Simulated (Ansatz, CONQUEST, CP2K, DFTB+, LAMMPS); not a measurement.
## K+ triflate in ethylene carbonate and vinylene carbonate and ethyl methyl carbonate at 300 K (117 atoms): runs against a plane-wave reference

Density of this cell: 1.37 g/cm³. The cell holds 117 atoms: 32 C, 33 O, 42 H, 2 S, 6 F and 2 K. Cell: a = 11.378 Å, b = 11.378 Å, c = 11.378 Å, α = 90.0°, β = 90.0°, γ = 90.0°. 3 ethylene carbonate, 3 vinylene carbonate, 3 ethyl methyl carbonate, 2 K+, 2 triflate placed at random, at 1.36 g/cm³; overlaps pushed apart, then 10 ps at 550 K with Joung-Cheatham ions (J. Phys. Chem. B 112, 9020 (2008)); MMFF94 bonds, angles, torsions, charges and radii (Halgren, J. Comput. Chem. 17, 490 (1996)) in harmonic and 12-6 forms; charges of ions scaled by 0.8. Snapshot after 30 ps at 300 K and fixed volume.

Geometry: as built.

The reference, a calculation:

| Property | Result |
| --- | --- |
| method | Kohn-Sham DFT, PBE, PAW, plane waves (Ansatz 0.2.0); cutoff 420 eV, Γ point, fermi-dirac smearing of 0.05 eV; PAW set soft_2 |
| r.m.s. force component | 1.235 eV/Å |
| longest force | 6.466 eV/Å |
| pressure | 2.536 GPa |
| gap (highest filled to lowest empty level) | 3.824 eV |
| SCF cycles | 11 |
| time | 31 s on 4 threads of Intel Xeon Platinum 8259CL at 2.50GHz (Skylake/Cascade Lake), shared host |
| CPU time | 73 s |

Q: Estimate the differences from the reference, the CPU time and the memory of each run.
- DFTB+ GFN2-xTB (DFTB+ 25.1; 1 thread)
- DFTB+ DFTB 3ob-3-1 (DFTB+ 25.1; 1 thread)
- CP2K PBE, DZVP-MOLOPT-SR, 600/50 Ry, OT DIIS (CP2K 2026.2; 4 MPI ranks)
- CP2K PBE, DZVP-MOLOPT-SR, 600/50 Ry, SIGN filter 1e-04, SCF 1e-05 (CP2K 2026.2; 4 MPI ranks)
- CONQUEST PBE, grid 120 Ha (CONQUEST 1.3; 4 MPI ranks)

Differences are against the plane-wave reference, forces as r.m.s. over components; share is that over the reference's r.m.s. force, slope the least-squares factor from reference forces to these. Total energies of different programs have different zeros and aren't compared.

| run | Δ force, r.m.s. (meV/Å) | share (%) | slope | Δ pressure (GPa) | Δ gap (eV) | cores | CPU time | memory (GiB) |
| --- | --- | --- | --- | --- | --- | --- | --- | --- |
| reference | - | - | - | - | - | 4 | 73 s | 1.8 |
| DFTB+ GFN2-xTB | 455 | 36.8 | 0.943 | -3.96 | -0.0241 | 1 | 20 s | 0.34 |
| DFTB+ DFTB 3ob-3-1 | 502 | 40.7 | 0.952 | 0.408 | 1.02 | 1 | 4.7 s | 0.18 |
| CP2K PBE, DZVP-MOLOPT-SR, 600/50 Ry, OT DIIS | 170 | 13.8 | 1.020 | 0.902 | 0.0316 | 4 | 23 min | 3.7 |
| CP2K PBE, DZVP-MOLOPT-SR, 600/50 Ry, SIGN filter 1e-04, SCF 1e-05 (coarse) | 581 | 47.0 | 1.150 | 1.20 | - | 4 | 19 min | 3.6 |
| CONQUEST PBE, grid 120 Ha | 320 | 25.9 | 1.004 | 1.98 | -0.0304 | 4 | 23 min | 9.4 |

Rows marked coarse were listed beforehand as settings not expected to be converged; some can still land near the reference.

CPU time is summed over cores on a shared host, where runs went side by side, so it is rough. Symmetry, cutoffs, thresholds, outputs and thread counts weren't matched or tuned between programs; memory under MPI is the largest rank's times the ranks.

The PBE runs in local orbitals, coarse settings apart, differ by 14 % (CP2K PBE, DZVP-MOLOPT-SR, 600/50 Ry, OT DIIS) to 26 % (CONQUEST PBE, grid 120 Ha); basis, grid and potentials can all enter. Tight binding differs by 37 % (DFTB+ GFN2-xTB) to 41 % (DFTB+ DFTB 3ob-3-1); it is another model, with fitted parameters of its own, and the xTB methods hold dispersion. Runs with settings chosen to be coarse differ by 47 % (CP2K PBE, DZVP-MOLOPT-SR, 600/50 Ry, SIGN filter 1e-04, SCF 1e-05), their programs' other errors included. Of the electronic-structure runs that take under half the reference's CPU time, DFTB+ GFN2-xTB comes nearest, at 37 % in 20 s against 73 s; its pressure misses by -4.0 GPa. Periodic xTB results under one method name differ between programs and library versions (DFTB+ here holds tblite 0.3). The network of contacts between molecules at the start is that of the classical potential that made the cell, and needn't be the one that DFT or experiment would give. The electronic-structure runs sample only Γ, in a cell whose shortest periodic width is 11 Å.

[Hosts, paths, dates, database ids (printed as entryN), source tags and the programs' standing remarks are cut or masked in the printed files.]

[The MMFF94 radii named for the starting cell were scaled by 0.96; in molecules described by MMFF94, hydrogen bound to N, O or S took a small fixed 12-6 site in their place.]
